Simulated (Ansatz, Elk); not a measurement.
# Bonding as seen by X-rays: NaMnBr3, part 2 of 2

Structure refinements treat a crystal as free atoms side by side. For a made-up structure of NaMnBr3 (cell and positions from a PBEsol relaxation) the runs below show what the calculated density changes in F(hkl).

Elk 11.2.3 (patched build); all-electron DFT.

So far. Step 2 (Ground state and structure factors): The ions are Na+, Mn2+ and Br−, by formal charge.

The structure was built from a prototype and need not be the compound's stable phase.

## 5. Another functional

Level of this step: DFT, LDA (Perdew-Wang), all-electron APW+lo, Dirac cores, scalar-relativistic bands, static density, ferromagnetic start (Elk).

The difference from free atoms is small, so it is set against the change that LDA (Perdew-Wang) makes.

Input file elk.in:

```
tasks
  0
  195
  196

xctype
  3

spinpol
  .true.

rgkmax
  7.0

gmaxvr
  14.0

lmaxo
  7

lmaxapw
  8

swidth
  0.002

tshift
  .false.

ramdisk
  .false.

hmaxvr
  5.5

maxscl
  120

epspot
  1e-06

reducebf
  0.8

sppath
  './'

avec
  9.86772144769 0.00000000000 0.00000000000
  0.00000000000 9.86772144769 0.00000000000
  0.00000000000 0.00000000000 9.86772144769

atoms
  3
  'Br.in'
  3
  -0.0000000000 0.5000000000 0.5000000000   0.000000 0.000000 0.000000
  0.5000000000 0.5000000000 0.0000000000   0.000000 0.000000 0.000000
  0.5000000000 0.0000000000 0.5000000000   0.000000 0.000000 0.000000
  'Mn.in'
  1
  0.5000000000 0.5000000000 0.5000000000   0.000000 0.000000 -0.220000
  'Na.in'
  1
  0.0000000000 -0.0000000000 -0.0000000000   0.000000 0.000000 0.000000

ngridk
  4 4 4
```

Launch:

```sh
$ OMP_NUM_THREADS=4 elk
```

Numbers of over 12 decimals in the logs are rounded to 6 here.

What it wrote:

```text
┌─────────────────────────┐
│ Elk code version 11.2.3 │
└─────────────────────────┘

All units are atomic (Hartree, Bohr, etc.)

┌─────────────────────────────────────────────────┐
│ Ground-state run starting from atomic densities │
└─────────────────────────────────────────────────┘

Lattice vectors :
   9.867721448       0.000000000       0.000000000
   0.000000000       9.867721448       0.000000000
   0.000000000       0.000000000       9.867721448

Reciprocal lattice vectors :
  0.6367412518       0.000000000       0.000000000
[...]
total in muffin-tins        :    134.0490545
 total calculated charge     :    140.9993163
 total charge                :    141.0000000
 error                       :   0.6836618873E-03

Moments :
 interstitial                :   0.3170056137
 muffin-tins
  species : 1 (Br)
[...]
species : 2 (Mn)
   atom 1                    :    4.374565635
  species : 3 (Na)
   atom 1                    :   0.9955566812E-03
 total in muffin-tins        :    4.647827755
 total moment                :    4.964833369

┌──────────────────────────────┐
│ Self-consistent loop stopped │
└──────────────────────────────┘

Wrote STATE.OUT
[key lines of the parts left out:]
total energy                :     -9128.4888128238
```

Elapsed: 1.9 min, on 4 threads of Arm Neoverse N1, shared host; peak memory 0.37 GiB; 5.2 min of CPU time.

Against the first run R = 0.07 %; the largest change is -0.056 at 531. The moment goes from 5.00 to 4.96 μB.

## 6. Basis size

A smaller basis shows how fast F responds to it; the change is likely larger than the basis error of the first run, but doesn't show convergence.

elk.in: that of step 5 with these lines changed.

```diff
@@ -6,3 +6,3 @@
 xctype
-  3
+  20
 
@@ -12,3 +12,3 @@
 rgkmax
-  7.0
+  5.5
```

Launch:

```sh
$ OMP_NUM_THREADS=4 elk
```

What it wrote:

```text
┌─────────────────────────┐
│ Elk code version 11.2.3 │
└─────────────────────────┘

All units are atomic (Hartree, Bohr, etc.)

┌─────────────────────────────────────────────────┐
│ Ground-state run starting from atomic densities │
└─────────────────────────────────────────────────┘

Lattice vectors :
   9.867721448       0.000000000       0.000000000
   0.000000000       9.867721448       0.000000000
   0.000000000       0.000000000       9.867721448

Reciprocal lattice vectors :
  0.6367412518       0.000000000       0.000000000
[...]
total in muffin-tins        :    133.9608531
 total calculated charge     :    140.9995875
 total charge                :    141.0000000
 error                       :   0.4125143866E-03

Moments :
 interstitial                :   0.3441317104
 muffin-tins
  species : 1 (Br)
[...]
species : 2 (Mn)
   atom 1                    :    4.427336341
  species : 3 (Na)
   atom 1                    :   0.8507055241E-03
 total in muffin-tins        :    4.655063822
 total moment                :    4.999195532

┌──────────────────────────────┐
│ Self-consistent loop stopped │
└──────────────────────────────┘

Wrote STATE.OUT
[key lines of the parts left out:]
total energy                :     -9141.1046697776
```

Elapsed: 3.9 min, on 4 threads; peak memory 0.48 GiB.

Against the first run R = 0.03 %; the largest change is +0.051 at 400. The moment goes from 5.00 to 5.00 μB.

## 7. With a Hubbard U

A Hubbard U is put on the d shell, to see how far it moves the factors.

elk.in: that of step 6 with these lines changed.

```diff
@@ -12,3 +12,3 @@
 rgkmax
-  5.5
+  7.0
 
@@ -68 +68,5 @@
   4 4 4
+
+dft+u
+  1 1
+  2 2 0.143322 0.000000
```

Launch:

```sh
$ OMP_NUM_THREADS=4 elk
```

What it wrote:

```text
┌─────────────────────────┐
│ Elk code version 11.2.3 │
└─────────────────────────┘

All units are atomic (Hartree, Bohr, etc.)

┌─────────────────────────────────────────────────┐
│ Ground-state run starting from atomic densities │
└─────────────────────────────────────────────────┘

Lattice vectors :
   9.867721448       0.000000000       0.000000000
   0.000000000       9.867721448       0.000000000
   0.000000000       0.000000000       9.867721448

Reciprocal lattice vectors :
  0.6367412518       0.000000000       0.000000000
[...]
total calculated charge     :    140.9992688
 total charge                :    141.0000000
 error                       :   0.7311677244E-03

Moments :
 interstitial                :   0.2673889449
 muffin-tins
  species : 1 (Br)
[...]
species : 2 (Mn)
   atom 1                    :    4.598951708
  species : 3 (Na)
   atom 1                    :   0.6446608449E-03
 total in muffin-tins        :    4.732544328
 total moment                :    4.999933273

┌──────────────────────────────┐
│ Self-consistent loop stopped │
└──────────────────────────────┘

Warning : forces or DFT+U at lmaxo under 8 : 7

Wrote STATE.OUT
[key lines of the parts left out:]
total energy                :     -9141.1579472649
```

Run time: 6.4 min. Hardware: 4 threads; peak memory 0.51 GiB.

Against the first run R = 0.02 %; the largest change is +0.032 at 110. The moment goes from 5.00 to 5.00 μB.

## 8. Settings against the effect

| run | R against the first run (%) | R against neutral atoms, low angle (%) | wall time |
| --- | --- | --- | --- |
| PBE, rgkmax 7 | 0.00 | 0.27 | 3.7 min |
| LDA (Perdew-Wang) | 0.07 | 0.26 | 1.9 min |
| rgkmax 5.5 | 0.03 | 0.26 | 3.9 min |
| PBE+U | 0.02 | 0.29 | 6.4 min |

## 9. Outcome

| Quantity | Value |
| --- | --- |
| R against neutral atoms, sin θ/λ < 0.3 Å⁻¹ | 0.27 % |
| R against neutral atoms, 0.3 to 0.82 Å⁻¹ | 0.21 % |
| R against ions, below 0.3 Å⁻¹ | 0.40 % |

In words: Independent neutral atoms miss the calculated amplitudes by R = 0.27 % below 0.3 Å⁻¹ and 0.21 % from there to 0.82 Å⁻¹; by shells, 1.60 % below 0.15 Å⁻¹ (2 forms), 0.19 % 0.15 to 0.3 (7 forms), 0.26 % 0.3 to 0.45 (14 forms), 0.19 % above 0.45 (75 forms). Bonding, aspherical density and the tables' own atoms all enter these figures, and the runs don't part them. The largest change of an amplitude is +0.27 electrons, at 100. Weak lines can change much in proportion: 110 goes from 0.28 to 0.52. Formal ions give R = 0.40 % at low angle, further off than neutral atoms. The magnetic order is that of the start. No other order was tried here, and an antiferromagnetic one would change or move the magnetic intensity. The window's part falls from 23.0 electrons at the origin to at most 0.79 between 0.45 and 0.82 Å⁻¹. Below 0.3 Å⁻¹ the changes that finished (LDA (Perdew-Wang), rgkmax 5.5 and PBE+U) move F by R = 0.04 % at most, against the 0.27 % that separates it from free atoms. The magnetic factors move by R = 1.6 % (LDA (Perdew-Wang)), 0.9 % (rgkmax 5.5) and 4.3 % (PBE+U), so they aren't settled to better than that. The k-mesh has no finished test. Part of the difference isn't bonding: the tables are fits to free atoms and ions calculated by other methods than this functional. Thermal motion, anomalous dispersion and extinction are left out.

[Logs are printed without paths, hosts, clocks, repeated set-up lines and the standing remarks that a program may print on its own settings, such as how far it seeks lower states.]

[Hosts, paths, dates, database ids (printed as entryN), source tags and the programs' standing remarks are cut or masked in the printed files.]
